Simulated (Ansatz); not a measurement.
**What KSnCl3 (model cell, started as cubic perovskite with Sn in the octahedra) distorts into**

Wanted: the energy along a soft mode of KSnCl3 (model cell, started as cubic perovskite with Sn in the octahedra) and the structure at the end.

Main program and level: Ansatz 0.2.0; DFT PBEsol, scalar-relativistic, plane waves, PAW; PAW set soft_1.

Report form: the programs' logs are mostly left out.

The structure was built from a prototype and need not be the compound's stable phase.

## 1. The structure

Symmetry: Pm-3m, No. 221, cubic system. Conventional cell: a = 5.482 Å, b = 5.482 Å, c = 5.482 Å, α = 90.00°, β = 90.00°, γ = 90.00°. Nearest to K lie 12 Cl at 3.88 Å. Nearest to Sn lie 6 Cl at 2.74 Å. Nearest to Cl lie 2 Sn at 2.74 Å and 4 K at 3.88 Å. Farther neighbours and most contacts between anions are not listed.

Coordinates:

```cif
data_structure
_symmetry_space_group_name_H-M 'P 1'
_symmetry_Int_Tables_number 1
_cell_length_a 5.4820
_cell_length_b 5.4820
_cell_length_c 5.4820
_cell_angle_alpha 90.000
_cell_angle_beta 90.000
_cell_angle_gamma 90.000
_cell_volume 164.74
loop_
_atom_site_label
_atom_site_type_symbol
_atom_site_fract_x
_atom_site_fract_y
_atom_site_fract_z
_atom_site_occupancy
K1 K 0.00000 0.00000 0.00000 1
Sn2 Sn 0.50000 0.50000 0.50000 1
Cl3 Cl 0.50000 0.50000 0.00000 1
Cl4 Cl 0.50000 0.00000 0.50000 1
Cl5 Cl 0.00000 0.50000 0.50000 1
```

## 2. Phonons on a q mesh

The cell comes from relaxations at this level that are not shown. Stability and thermal properties need the whole zone. Linear response on a 2×2×2 q mesh gives force constants as far as a supercell of that size would, and the tensors from the zone-centre run are typed in so that the long-range dipole term is interpolated apart.

The input, input.yaml:

```yaml
crystal:
  lattice:
    - [5.4819651111, 0.0, 0.0]
    - [0.0, 5.4819651111, 0.0]
    - [0.0, 0.0, 5.4819651111]
  atoms:
    - { symbol: K, position: [0.0, 0.0, 0.0] }
    - { symbol: Sn, position: [0.5, 0.5, 0.5] }
    - { symbol: Cl, position: [0.5, 0.5, 0.0] }
    - { symbol: Cl, position: [0.5, 0.0, 0.5] }
    - { symbol: Cl, position: [0.0, 0.5, 0.5] }
kpoints:
  mp_grid: { grid: [12, 12, 12] }
hamiltonian:
  xc: pbesol
  pseudopotentials: { kind: paw, azcp: { folder: soft_1 }, xc_functional: pbe }
scf:
  occupations: { method: fixed }
output:
  eigenvalues: true
phonons:
  method: dfpt
  qmesh: [2, 2, 2]
  temperatures: { t_max: 1000, t_step: 50 }
  qpath:
    path:
      - [[0.0, 0.0, 0.0], [0.0, 0.5, 0.0], [0.5, 0.5, 0.0], [0.0, 0.0, 0.0], [0.5, 0.5, 0.5], [0.0, 0.5, 0.0]]
      - [[0.5, 0.5, 0.5], [0.5, 0.5, 0.0]]
    npoints: 10
  non_analytic_term:
    high_frequency_dielectric_tensor: [[6.0559, 0.0, 0.0], [0.0, 6.0559, 0.0], [0.0, 0.0, 6.0559]]
    born_effective_charges:
      - { species: K, tensor: [[1.282, 0.0, 0.0], [0.0, 1.282, 0.0], [0.0, 0.0, 1.282]] }
      - { species: Sn, tensor: [[4.596, 0.0, 0.0], [0.0, 4.596, 0.0], [0.0, 0.0, 4.596]] }
      - { species: Cl, tensor: [[-0.5016, 0.0, 0.0], [0.0, -0.5016, 0.0], [0.0, 0.0, -4.8748]] }
      - { species: Cl, tensor: [[-0.5016, 0.0, 0.0], [0.0, -4.8748, 0.0], [0.0, 0.0, -0.5016]] }
      - { species: Cl, tensor: [[-4.8748, 0.0, 0.0], [0.0, -0.5016, 0.0], [0.0, 0.0, -0.5016]] }
    source: "zone-centre run at this cell"
```

Started as:

```bash
> ansatz run input.yaml --threads 4 --pin off --max-ram 16384MiB --backend cpu --events-out ev --progress --plain --runs-dir out
```

Elapsed: 14 min, on 4 threads of Arm Neoverse V1, shared host; peak memory 3.4 GiB; 54 min of CPU time.

This step gave:

```
gap on the k-mesh                                       : 0.5036 eV
volume per atom                                         : 32.95 Å³
sum-rule residual before enforcement                    : 4.83e-5 eV/Å²
lowest frequency on the path                            : -61.26 cm⁻¹
point group                                             : m-3m
highest frequency on the path or at a solved wavevector : 251.1 cm⁻¹
highest optical mode at the zone centre (no LO-TO term) : 93.38 cm⁻¹
lowest optical zone-centre mode                         : -61.26 cm⁻¹
lowest mode on the q mesh (acoustic modes at Γ apart)   : -61.26 cm⁻¹
```

Frequencies (cm⁻¹) solved at each irreducible wavevector; negative means imaginary. Frequencies by wavevector, by row:

| q in reciprocal lattice units | star | mode 1 | mode 2 | mode 3 | mode 4 | mode 13 | mode 14 | mode 15 |
| --- | --- | --- | --- | --- | --- | --- | --- | --- |
| 0 0 0 | 1 | -61.3 | -61.3 | -61.3 | -0.8 | 93.4 | 93.4 | 93.4 |
| 0 0 -0.5 | 3 | -53.2 | -53.2 | -20.6 | -20.6 | 95.6 | 145.7 | 241.3 |
| 0 -0.5 -0.5 | 3 | -60.3 | -54.6 | -54.6 | -41.3 | 142.2 | 217.7 | 246.4 |
| -0.5 -0.5 -0.5 | 1 | -60.2 | -60.2 | -60.2 | -54.4 | 217.6 | 217.6 | 251.1 |

Interpolated from a 2×2×2 q mesh, with the LO-TO term (at Γ the limit along the path; where Γ stands inside the path, tables give the limit on arrival). The phonon branches at the labelled points (cm⁻¹):

| point | branch 1 | branch 2 | branch 3 | branch 4 | branch 12 | branch 13 | branch 14 | branch 15 |
| --- | --- | --- | --- | --- | --- | --- | --- | --- |
| Γ | -61 | -61 | -59 | -1 | 68 | 93 | 93 | 229 |
| halfway | -58 | -58 | -29 | -13 | 94 | 94 | 111 | 235 |
| X | -53 | -53 | -21 | -21 | 96 | 96 | 146 | 241 |
| halfway | -55 | -48 | -43 | -36 | 111 | 144 | 171 | 241 |
| M | -60 | -55 | -55 | -41 | 142 | 142 | 218 | 246 |
| halfway | -54 | -54 | -35 | -32 | 109 | 110 | 155 | 228 |
| Γ | -61 | -61 | -59 | -1 | 68 | 93 | 93 | 229 |
| halfway | -54 | -54 | -42 | -33 | 109 | 159 | 159 | 223 |
| R | -60 | -60 | -60 | -54 | 134 | 218 | 218 | 251 |
| halfway | -54 | -52 | -49 | -42 | 141 | 162 | 179 | 240 |
| X | -53 | -53 | -21 | -21 | 96 | 96 | 146 | 241 |
| jump to R | -60 | -60 | -60 | -54 | 134 | 218 | 218 | 251 |
| halfway | -60 | -55 | -55 | -48 | 138 | 169 | 218 | 246 |
| M | -60 | -55 | -55 | -41 | 142 | 142 | 218 | 246 |

Symmetry leaves 4 wavevectors to solve. The lowest mode among them, the acoustic zeros apart, lies at Γ and is imaginary, 61.3i cm⁻¹, so the energy falls along it.

## 3. The mode frozen in, largest atomic shift 0 Å

The mode followed lies at Γ with frequency 61.3i cm⁻¹ and is 3-fold degenerate, the softest among the wavevectors solved. At small amplitude the distorted cell has space group no. 38 by a symmetry search on the positions. The undistorted cell that holds it gives the zero of energy on the same k mesh.

input.yaml, the sections that differ from step 2:

```yaml
scf:
  occupations: { method: gaussian, width: 0.02 }
output:
  forces: true
  stress: true
  eigenvalues: true
# crystal, kpoints, hamiltonian: as in step 2
# phonons: removed
```

The job ended after 7.5 s (4 threads; peak memory 0.61 GiB).

Numbers from this step:

```yaml
pressure: 1.14e-4 GPa
energy_from_the_undistorted_cell: 0 meV/atom
```

At this level the gap is 0.50 eV on the k-mesh of the self-consistent run, which can miss the band edges.

## 4. The mode frozen in, largest atomic shift 0.6 Å

The atoms are moved along the unstable eigenvector, the largest shift by 0.6 Å, with the cell fixed.

input.yaml, the sections that differ from step 3:

```yaml
crystal:
  lattice:
    - [5.4819651111, 0.0, 0.0]
    - [0.0, 5.4819651111, 0.0]
    - [0.0, 0.0, 5.4819651111]
  atoms:
    - { symbol: K, position: [0.0, 0.0773926977, 0.0773926977] }
    - { symbol: Sn, position: [0.5, 0.4956778564, 0.4956778564] }
    - { symbol: Cl, position: [0.5, 0.4620039694, 0.0051079639] }
    - { symbol: Cl, position: [0.5, 0.0051079639, 0.4620039694] }
    - { symbol: Cl, position: [0.0, 0.4620039694, 0.4620039694] }
# kpoints, hamiltonian, scf, output: as in step 3
```

Elapsed: 43 s, on 4 threads; peak memory 1.2 GiB; 2.8 min of CPU time.

This step gave:

| Item | Value |
| --- | --- |
| pressure | 0.5213 GPa |
| gap on the k-mesh | 1.178 eV |
| energy from the undistorted cell | -11.21 meV/atom |

The energy, extrapolated to zero smearing, is -11.21 meV/atom against the undistorted cell.

The run ends at a pressure of 0.52 GPa, with forces up to 0.21 eV/Å.

## 5. Energy along the mode, all amplitudes (two of the runs are shown above)

An imaginary frequency means negative curvature, so the energy should fall and then rise again as anharmonic terms take over.

This step gave:

```
depth at the lowest point sampled  : 11.21 meV/atom
largest atomic shift at that point : 0.6 Å
```

Table of energy from the parent by largest atomic shift:

| largest atomic shift (Å) | energy from the parent (meV/atom) |
| --- | --- |
| 0.000 | 0 |
| 0.040 | -0.125 |
| 0.080 | -0.496 |
| 0.140 | -1.49 |
| 0.220 | -3.54 |
| 0.320 | -6.86 |
| 0.450 | -11.0 |
| 0.600 | -11.2 |

Displacement at unit largest shift by atom:

| atom | x (Å) | y (Å) | z (Å) | size |
| --- | --- | --- | --- | --- |
| K1 | 0.000 | 0.707 | 0.707 | 1.000 |
| Sn2 | 0.000 | -0.039 | -0.039 | 0.055 |
| Cl3 | 0.000 | -0.347 | 0.047 | 0.350 |
| Cl4 | 0.000 | 0.047 | -0.347 | 0.350 |
| Cl5 | 0.000 | -0.347 | -0.347 | 0.491 |

The lowest of the steps tried is the last one, at 0.6 Å, 11.2 meV/atom below the parent; the bottom of the well need not coincide with a step.

## 6. Relaxation from the frozen mode

Starting from the lowest point found, all atoms and the cell are let go, so that strain and other modes of the same symmetry can join in.

input.yaml: that of step 4 with these lines changed.

```diff
@@ -17,3 +17,3 @@
 scf:
-  occupations: { method: gaussian, width: 0.02 }
+  occupations: { method: fixed }
 output:
@@ -22 +22,6 @@
   eigenvalues: true
+relax:
+  adjacent_minimum: "off"
+  f_tol: 0.002
+  max_steps: 120
+  cell: { stress_tol: 0.03 }
```

Elapsed: 12 min, on 4 threads; peak memory 1.3 GiB.

Step by step:

| step | energy less that of the first step (eV) | largest force component (eV/Å) | pressure (GPa) | volume (Å³) |
| --- | --- | --- | --- | --- |
| 1 | 0.0000 | 0.1462 | 0.52 | 164.74 |
| 2 | -0.0188 | 0.0712 | 0.07 | 167.90 |
| 3 | -0.0268 | 0.0234 | -0.10 | 168.95 |
| 4 | -0.0292 | 0.0186 | -0.09 | 168.71 |
| 5 | -0.0270 | 0.1536 | 0.82 | 165.91 |
| 6 | -0.0352 | 0.0439 | -0.06 | 168.95 |
| 7 | -0.0441 | 0.0065 | 0.22 | 168.73 |
| 8 | -0.0389 | 0.1937 | 0.59 | 170.65 |
| 9 | -0.0479 | 0.0168 | -0.01 | 171.11 |
| 10 | -0.0498 | 0.0262 | 0.06 | 172.55 |
| 11 | -0.0488 | 0.0323 | 0.10 | 174.11 |
| 12 | -0.0511 | 0.0161 | 0.03 | 173.60 |
| 13 | -0.0511 | 0.0095 | -0.07 | 174.96 |
| 14 | -0.0514 | 0.0035 | 0.01 | 174.10 |
| 15 | -0.0514 | 0.0007 | 0.00 | 174.21 |
| 16* | -0.0522 | 0.0003 | 0.01 | 174.21 |

Relaxation steps marked * repeat the geometry before them on a plane-wave basis chosen anew for their cell, so energy and pressure can jump there. Relaxation steps 5, 8, 11 were tried and not accepted.

The run keeps the 4 symmetry operations that it works with, so distortions that break them were not tested.

| cell as run | before | after | change |
| --- | --- | --- | --- |
| a (Å) | 5.482 | 5.520 | +0.7 % |
| b (Å) | 5.482 | 5.666 | +3.4 % |
| c (Å) | 5.482 | 5.666 | +3.4 % |
| α (°) | 90.00 | 79.42 | -11.8 % |
| volume (Å³/atom) | 32.95 | 34.84 | +5.7 % |

The atoms that moved most (Å, as changes of fractional coordinates times the final cell):

| atom | dx | dy | dz | length |
| --- | --- | --- | --- | --- |
| K1 | 0.000 | 0.313 | 0.313 | 0.443 |
| Cl4 | 0.000 | -0.289 | -0.169 | 0.335 |
| Cl3 | 0.000 | -0.169 | -0.289 | 0.335 |
| Cl5 | 0.000 | 0.162 | 0.162 | 0.229 |
| Sn2 | 0.000 | -0.017 | -0.017 | 0.023 |

The relaxed structure:

```cif
data_structure
_symmetry_space_group_name_H-M 'P 1'
_symmetry_Int_Tables_number 1
_cell_length_a 5.5200
_cell_length_b 5.6662
_cell_length_c 5.6662
_cell_angle_alpha 79.423
_cell_angle_beta 90.000
_cell_angle_gamma 90.000
_cell_volume 174.21
loop_
_atom_site_label
_atom_site_type_symbol
_atom_site_fract_x
_atom_site_fract_y
_atom_site_fract_z
_atom_site_occupancy
K1 K 0.00000 0.12816 0.12816 1
Sn2 Sn 0.50000 0.49299 0.49299 1
Cl3 Cl 0.50000 0.43661 0.95619 1
Cl4 Cl 0.50000 0.95619 0.43661 1
Cl5 Cl 0.00000 0.48823 0.48823 1
```

This step gave:

- pressure: 0.007787 GPa
- gap on the k-mesh: 1.163 eV
- volume per atom: 34.84 Å³

The distorted start has space group Amm2; the relaxation ends in Amm2.

## 7. The new phase in its own primitive cell

The relaxed structure is symmetrised, reduced to its primitive cell and relaxed tightly, as its phonons need.

input.yaml, the sections that differ from step 6:

```yaml
crystal:
  lattice:
    - [5.520047408, 0.0, 0.0]
    - [0.0, 3.6202483013, 4.3588533574]
    - [0.0, -3.6202483013, 4.3588533574]
  atoms:
    - { symbol: K, position: [0.0, 0.1281618989, 0.1281618989] }
    - { symbol: Sn, position: [0.5, 0.4929928576, 0.4929928576] }
    - { symbol: Cl, position: [0.5, 0.4366104707, 0.9561875705] }
    - { symbol: Cl, position: [0.5, 0.9561875705, 0.4366104707] }
    - { symbol: Cl, position: [0.0, 0.4882336591, 0.4882336591] }
kpoints:
  mp_grid: { grid: [8, 8, 8] }
relax:
  adjacent_minimum: "off"
  f_tol: 0.001
  max_steps: 60
  cell: { stress_tol: 0.01 }
# hamiltonian, scf, output: as in step 6
```

Run time: 1.7 min. Hardware: 4 threads; peak memory 0.73 GiB; 6.9 min of CPU time.

The steps of the relaxation:

| step | energy less that of the first step (eV) | largest force component (eV/Å) | pressure (GPa) | volume (Å³) |
| --- | --- | --- | --- | --- |
| 1 | 0.0000 | 0.0007 | 0.01 | 174.21 |
| 2 | 0.0000 | 0.0023 | 0.00 | 174.29 |
| 3 | 0.0000 | 0.0032 | -0.01 | 174.46 |
| 4 | 0.0000 | 0.0007 | -0.01 | 174.62 |
| 5 | 0.0000 | 0.0017 | 0.00 | 174.65 |
| 6 | 0.0000 | 0.0008 | 0.00 | 174.63 |
| 7* | 0.0000 | 0.0008 | 0.00 | 174.63 |

Relaxation steps marked * repeat the geometry before them on a plane-wave basis chosen anew for their cell, so energy and pressure can jump there.

The run keeps the 4 symmetry operations that it works with, so distortions that break them were not tested.

| conventional cell, symmetrised | before | after | change |
| --- | --- | --- | --- |
| a (Å) | 5.520 | 5.522 | +0.0 % |
| b (Å) | 7.240 | 7.230 | -0.1 % |
| c (Å) | 8.718 | 8.749 | +0.4 % |
| volume (Å³/atom) | 34.84 | 34.93 | +0.2 % |

The atoms that moved most (Å, as changes of fractional coordinates times the final cell):

| atom | dx | dy | dz | length |
| --- | --- | --- | --- | --- |
| K1 | 0.000 | 0.000 | 0.011 | 0.011 |
| Cl3 | 0.000 | 0.001 | -0.006 | 0.006 |
| Cl4 | 0.000 | -0.001 | -0.006 | 0.006 |

Final coordinates:

```cif
data_structure
_symmetry_space_group_name_H-M 'P 1'
_symmetry_Int_Tables_number 1
_cell_length_a 5.5216
_cell_length_b 5.6747
_cell_length_c 5.6747
_cell_angle_alpha 79.141
_cell_angle_beta 90.000
_cell_angle_gamma 90.000
_cell_volume 174.63
loop_
_atom_site_label
_atom_site_type_symbol
_atom_site_fract_x
_atom_site_fract_y
_atom_site_fract_z
_atom_site_occupancy
K1 K 0.00000 0.12940 0.12940 1
Sn2 Sn 0.50000 0.49308 0.49308 1
Cl3 Cl 0.50000 0.43601 0.95533 1
Cl4 Cl 0.50000 0.95533 0.43601 1
Cl5 Cl 0.00000 0.48837 0.48837 1
```

Numbers from this step:

| Quantity | Value |
| --- | --- |
| pressure | 7.01e-4 GPa |
| gap on the k-mesh | 1.188 eV |
| volume per atom | 34.93 Å³ |
| direct gap on mesh | 1.188 eV |

The largest force component left is 0.80 meV/Å and the pressure is 0.001 GPa, within the tolerances set. The cell now holds 34.93 Å³/atom.

[end of part 1 of 2]

[Logs are printed without paths, hosts, clocks, repeated set-up lines and the standing remarks that a program may print on its own settings, such as how far it seeks lower states.]

[Hosts, paths, dates, database ids (printed as entryN), source tags and the programs' standing remarks are cut or masked in the printed files.]
